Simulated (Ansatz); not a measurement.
# λ, α²F and ρ(T) of Au-Ti-Ti-Au stack of (111) layers, part 2 of 4

The plan: relax Au-Ti-Ti-Au stack of (111) layers, check its phonons, and, if the lattice is stable, compute its Eliashberg function and ρ(T).

Ansatz 0.2.0; DFT LDA, scalar-relativistic, plane waves, PAW; PAW set soft_1.

So far: Starting point; Rough relaxation; Relaxing cell and atoms.

## Step 4: Relaxing tightly for phonons

Residual forces and stress shift phonon frequencies, so the cell is relaxed again, with tight thresholds and the mesh and smearing of this input.

input.yaml

```yaml
crystal:
  lattice:
    - [2.9166591035, 2.8809e-06, 0.0]
    - [-1.4583320467, 2.5258994374, 0.0]
    - [0.0, 0.0, 38.1180212893]
  atoms:
    - { symbol: Au, position: [0.0, 0.0, 0.1554023904] }
    - { symbol: Ti, position: [0.3333333333, 0.6666666667, 0.2107447566] }
    - { symbol: Ti, position: [0.6666666667, 0.3333333333, 0.2656443472] }
    - { symbol: Au, position: [0.0, 0.0, 0.3209867134] }
  periodic: [true, true, false]
kpoints:
  mp_grid: { grid: [12, 12, 1] }
hamiltonian:
  xc: lda
  pseudopotentials: { kind: paw, azcp: { folder: soft_1 }, xc_functional: pbe }
scf:
  occupations: { method: methfessel_paxton, width: 0.2 }
output:
  forces: true
  stress: true
  eigenvalues: true
relax:
  adjacent_minimum: "off"
  f_tol: 0.001
  max_steps: 60
  cell: { stress_2d_tol: 0.002 }
```

Launch:

```sh
$ ansatz run input.yaml --threads 4 --pin off --max-ram 12288MiB --backend cpu --events-out ev --progress --plain --runs-dir out
```

Numbers of over 12 decimals in the logs are rounded to 6 here.

The log of the run:

```text
[the first part of the log is left out]
  E_aug_tail   = 0.002835  (compensation charges beyond the density's cutoff)
  E_ewald      = 147319.913684
  E_core_change = 1.697393  (= ΣΔE_core)
  E_smearing   = -0.005618  (= −TS)
  E_closure    = -0.000000  (closes the sum)
  Σ components = -30633.198740   (vs F -30633.198740, Δ=0.00e0)
--- Forces (eV/Å), atoms counted from 1 ---
  atom   1  Au    -0.00000000    -0.00000000     0.00020382
  atom   2  Ti     0.00000000    -0.00000000    -0.00012340
[...]
-0.000000       0.000000       0.000000
  P = ½ c Tr σ = 0.0000 N/m
--- Band table (eV; the first three rows and the last of 19) ---
[...]
--- Relaxed structure (5 steps of the walk, 5 accepted, 1 SCFs on fresh bases) ---
[...]
cell:  # Å, volume = 280.9377 Å³
    - [2.917256, 2.881499534315317e-6, 0]
    - [-1.458630, 2.526416, 0]
    - [0, 0, 38.1180212893]
  atoms:
    - { symbol: Au, position: [0, 0, 0.155439] }
    - { symbol: Ti, position: [0.333333, 0.666667, 0.210761] }
    - { symbol: Ti, position: [0.666667, 0.333333, 0.265628] }
    - { symbol: Au, position: [0, 0, 0.320950] }
```

Run time: 26 s. Hardware: 4 threads of Arm Neoverse V1, shared host; peak memory 0.71 GiB.

Little changed from the start: no atom moved by 0.005 Å and no cell edge by 0.1 %.

## Step 5: Lattice stability: q 2×2×1, k 6×6×1

Before any scattering is computed, the phonons show whether the structure is a minimum.

input.yaml

```yaml
crystal:
  lattice:
    - [2.9172558984, 2.8815e-06, 0.0]
    - [-1.4586304446, 2.5264162766, 0.0]
    - [0.0, 0.0, 38.1180212893]
  atoms:
    - { symbol: Au, position: [0.0, 0.0, 0.1554389952] }
    - { symbol: Ti, position: [0.3333333333, 0.6666666667, 0.2107614419] }
    - { symbol: Ti, position: [0.6666666667, 0.3333333333, 0.2656276619] }
    - { symbol: Au, position: [0.0, 0.0, 0.3209501086] }
  periodic: [true, true, false]
kpoints:
  mp_grid: { grid: [6, 6, 1] }
hamiltonian:
  xc: lda
  pseudopotentials: { kind: paw, azcp: { folder: soft_1 }, xc_functional: pbe }
scf:
  occupations: { method: methfessel_paxton, width: 0.2 }
output:
  eigenvalues: true
phonons:
  method: dfpt
  qmesh: [2, 2, 1]
  temperatures: { t_max: 1000, t_step: 50 }
  qpath:
    path:
      - [0.0, 0.0, 0.0]
      - [0.5, 0.0, 0.0]
      - [0.33333333, 0.33333333, 0.0]
      - [0.0, 0.0, 0.0]
    npoints: 10
```

The log of the run:

```text
Warning: crystal.symmetry: narrowed to the stabiliser of the run's FFT grids — unitary ops 12 → 6. A phonons.method: dfpt run fills in the rows of the dynamical matrix that it does not solve by its symmetry operations, which is exact only for operations that map its FFT grids onto themselves: filled in by any other, the frequencies could depend on the order in which like atoms are typed, or, by more than the grids' own error, on where the crystal sits among the grids' points. Excluded: 6 operations. The run can therefore solve more perturbations, solve them on more k-points, or both, and cost more. [rest of the remark cut]
[...]
Crystal: 4 atoms, lattice volume = 280.938 Å³
Basis set: ecut = 420 eV, 5455 PW (Γ), exchange–correlation on 40×40×512 points (8 copies of the dense FFT grid, shifted against one another)
Bands: 38, of which v1, the nominal top of the filled ones, is band 31 counted from 1 (30 counted from 0)
Symmetry: 12 space group operations
k-points: 7 of 36 (irreducible under 6 space group operations, time reversal used)
[...]
SCF iter   1: F=—  HF=-30643.307241 eV  |F-HF|=—  |Δ(HF+E_count)|=         —  Δρ=1.15e-1  dr2=2.48e2  ethr=3.10e-3  ⟨swp⟩=14.1  Hψ=1906  notcnv=0
[...]
SCF iter   2: F=—  HF=-30637.388836 eV  |F-HF|=—  |Δ(HF+E_count)|=    5.92e0  S|Δr|=    0.00e0  Δρ=7.32e-2  dr2=3.46e1  ethr=3.10e-3  ⟨swp⟩=17.7  Hψ=3187  notcnv=0  defer=4
automatic band count: the SCF goes on with 45 bands, as 38 were too few: they end inside the smearing window of the response
SCF iter   3: F=—  HF=-30634.215907 eV  |F-HF|=—  |Δ(HF+E_count)|=    3.17e0  S|Δr|=    0.00e0  Δρ=2.78e-2  dr2=1.41e1  ethr=3.10e-3  ⟨swp⟩=4.1  Hψ=855  notcnv=0  defer=29
[...]
SCF iter  16: F=-30633.159436 eV  HF=-30633.159436 eV  |F-HF|=2.55e-10  |Δ(HF+E_count)|=  3.06e-10  S|Δr|=    0.00e0  Δρ=4.16e-8  dr2=9.45e-12  ethr=1.00e-12  ⟨swp⟩=26.6  Hψ=2764  notcnv=0
SCF 1 converged in 16 iterations: F = -30633.159436 eV  dr2 = 9.45e-12
[...]
phonons: the bands overlap, so this run is a metal and interpolates without the dipole-dipole term. If the crystal is really an insulator or semiconductor, its LO-TO splitting is missing
NSCF: frozen V_eff on 7 k-points
WARN: eigensolver did not converge (k=2): 1 band(s) unlocked after 2 eigensolves, warm-restarted (20 sweeps on the last) at ethr=4.18e-12 eV (storage-precision floor; scheduled 1.00e-12 eV) (lowest unlocked band 44, counted from 0; max residual 2.21e-5 eV among the unlocked bands, 2.21e-5 eV over every band; other slots of this pass that fall short are told together in one closing line; warning suppressed until the next SCF loop or pass starts)
WARN: eigensolver did not converge in 4 slots of this pass, the one above among them; of largest residual over every band (k=6): 1 band(s) unlocked (lowest unlocked band 44, counted from 0; max residual 6.73e-3 eV among the unlocked bands, 6.73e-3 eV over every band); of lowest unlocked band (k=2): band 44
[...]
DFPT response loops at q = (0, 0, 0) (fractional): preconditioner auto → none (partly filled bands, converged f_vac=0.731); β = 0.50; Broyden in place of MSR1
[...]
SCF converged after 16 iterations
Stability not checked: this state was not tested for a lower state beside it, because cold or Methfessel-Paxton smearing, or corrected tetrahedra, fill the levels in a way that the test cannot read (fill_not_monotonic; see scf.lower_state_search)
Free energy (F): -30633.159436 eV
[...]
Internal energy: -30633.162495 eV  (E = F + TS)
E sigma→0 (E₀):  -30633.160201 eV
Entropy (-TS):   0.003059 eV (0.765 meV/atom)
Fermi energy:    -4.562057 eV
[...]
--- Band table (eV; the first three rows and the last of 7) ---
  k-point 0: bands = [... 27 lower, -8.0802, -7.7811, -6.9274, -4.5424, -3.9965, -3.9965, -3.9947, -3.7795, ... 10 higher]
  k-point 1: bands = [... 27 lower, -8.1804, -7.2897, -6.3671, -4.7760, -4.4451, -4.0383, -3.6880, -3.4322, ... 10 higher]
  k-point 2: bands = [... 27 lower, -7.5203, -6.7338, -5.9605, -5.2759, -4.0533, -3.7956, -3.6187, -3.4053, ... 10 higher]
  k-point 6: bands = [... 27 lower, -5.4339, -5.4339, -5.0130, -4.7331, -3.9694, -3.9694, -2.5523, -1.8846, ... 10 higher]
  ° read free of the cell's end (the report's vacuum.weakly_bound_levels)
--- Phonons (Γ-DFPT): 8 representative perturbations + reference (Σ response iterations 47) ---
  ASR residual: 5.349e-5 → 0.000e0 eV/Å²; symmetrization residual: 5.096e-5 eV/Å²
  The last average, over the group as it would stand without the narrowing to the FFT grids, took up to 7.480e-6 eV/Å² of the zone centre's force constants
  ASR residual per site (eV/Å²): 3.85e-5 5.09e-5 4.60e-5 5.35e-5
  Γ frequencies (cm⁻¹): 0.00 0.00 0.00 37.06 37.06 76.45 99.85 99.85 173.51 173.51 199.74 333.63
--- Phonons (arbitrary-q DFPT): 2 irreducible q on the 2×2×1 mesh ---
  q = [0.0000, 0.0000, 0.0000] (star 1, of the zone-centre solve; hermiticity 6.05e-6, symmetrization 2.04e-6, taken by the last average 5.99e-7): -0.00 0.00 0.00 37.06 37.06 76.45 99.85 99.85 173.51 173.51 199.74 333.63
  q = [0.0000, -0.5000, 0.0000] (star 3, 12 solved perturbations in 212 linear systems a pass and spin channel, the states on 20 of 36 k-point pairs; hermiticity 6.00e-5, symmetrization 2.57e-5, taken by the last average 8.55e-7): 45.74 54.75 55.02 64.55 114.23 114.50 139.06 191.83 225.03 240.99 313.78 317.10
  sum rule: each row above includes the acoustic sum rule's correction from the zone centre's row sums; it moved no ω² by more than (0.54 cm⁻¹)²
  mesh force constants: q→R imaginary residual 1.17e-17; ASR residual 5.349e-5 → 0.000e0 eV/Å²; symmetrization residual 5.329e-15 eV/Å²
  interpolated dispersion: 31 rows × 12 modes
  density of states and harmonic sums: on the 24×24×1 q-mesh, interpolated from the force constants of a 2×2×1 supercell (no non-analytic term)
  largest difference from the sums on the solved wave vectors: F 1.62e-1 eV, S 2.25e-4 and C_V 6.33e-5 eV/K
  zero-point energy: 0.109175 eV/cell   skipped modes (ω ≤ 0): 4, of them read as no rigid motion or as one in doubt: 1 (1.042e-2 modes/cell left out, lowest -4.96 cm⁻¹)   left out of the sums: 1.30e-3 of the cell's modes: C_V's classical limit lies that fraction below 3 k_B per atom; for a crystal, a wire or a layer, F and S can be off by more, and a phonons.interpolated_qmesh denser along its periods is the remedy for the sampling
```

The job ended after 2.8 min (4 threads; peak memory 1.1 GiB).

Reading the cycles: dr2 is the Hartree energy of the density residual (eV), the measure of convergence; HF is the Harris–Foulkes estimate of the energy, which meets the free energy F at convergence.

Numbers from this step:

```
zero point energy                                                              : 0.1092 eV/cell
share of imaginary modes in the plain interpolation between solved wavevectors : 0.0011
highest frequency, solved or plainly interpolated                              : 333.6 cm⁻¹
```

Solved on the 2×2×1 mesh alone; all other wavevectors are interpolated. The phonon branches at the labelled points (cm⁻¹):

| point | branch 1 | branch 2 | branch 3 | branch 4 | branch 9 | branch 10 | branch 11 | branch 12 |
| --- | --- | --- | --- | --- | --- | --- | --- | --- |
| Γ | 0 | 0 | 0 | 37 | 174 | 174 | 200 | 334 |
| halfway | 32 | 44 | 47 | 65 | 187 | 211 | 263 | 324 |
| M | 46 | 55 | 55 | 64 | 225 | 241 | 314 | 317 |
| halfway | 58 | 60 | 70 | 70 | 217 | 264 | 308 | 311 |
| K | 56 | 65 | 91 | 91 | 198 | 292 | 299 | 299 |
| halfway | 41 | 53 | 60 | 64 | 179 | 238 | 269 | 321 |
| Γ | 0 | 0 | 0 | 37 | 174 | 174 | 200 | 334 |

Among the solved wavevectors the lowest mode, translations apart, is 37.1 cm⁻¹, so these are real on this k mesh.

(Part 2 of 4 ends here.)

[Logs are printed without paths, hosts, clocks, repeated set-up lines and the standing remarks that a program may print on its own settings, such as how far it seeks lower states.]

[Hosts, paths, dates, database ids (printed as entryN), source tags and the programs' standing remarks are cut or masked in the printed files.]
